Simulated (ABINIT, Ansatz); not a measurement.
An input for ABINIT 10.8.3 (YHSe (P-6m2)):

```
acell 3*1.0 Angstrom
rprim 
  3.840931335803 -0.000000000001 0.000000000000
  -1.920465667901 3.326344110998 0.000000000000
  0.000000000000 0.000000000000 3.915549560000
ntypat 3
znucl 39 1 34
natom 3
typat 1 2 3
xred 
  0.000000000000 0.000000000000 0.000000000000
  0.333333333333 0.666666666667 0.000000000000
  0.666666666667 0.333333333333 0.500000000000
pp_dirpath "pseudos"
pseudos "Y.upf, H.upf, Se.upf"
ecut 39
ngkpt 6 6 6
nshiftk 1
shiftk 0.11 0.21 0.31
kptopt 3
chksymbreak 0
iscf -2
irdden 1
istwfk *1
nband 29
nbdbuf 4
tolwfr 1e-09
nstep 60
prtvol 0
indata_prefix "in"
outdata_prefix "out"
tmpdata_prefix "tmp"
```

```sh
OMP_NUM_THREADS=1 mpirun -n 4 abinit run.abi > log
```

Estimate wall time and host memory on 4 MPI ranks of Arm Neoverse N1, shared host.

It took 3.4 min; on shared hardware allow 1.7 min to 6.8 min. Peak host memory was 0.64 GiB.

[Paths, hosts, dates, memory and timing lines, banners, echoed tables and standing remarks are left out of the program output.]

[Logs are printed without paths, hosts, clocks, repeated set-up lines and the standing remarks that a program may print on its own settings, such as how far it seeks lower states.]

[Runs of the session that timed out or met a known fault of the program may be left out.]

[Hosts, paths, dates, database ids (printed as entryN), source tags and the programs' standing remarks are cut or masked in the printed files.]

[G0W0 gaps are taken among the corrected bands and points alone; a level outside them can change the order at an edge.]

[Where Ansatz stands beside ABINIT at settings called matched, ABINIT's density can come from a denser mesh and the files from another edition; pairs whose starting gaps differed by over 0.03 eV were left out, so agreement reads better than it is.]
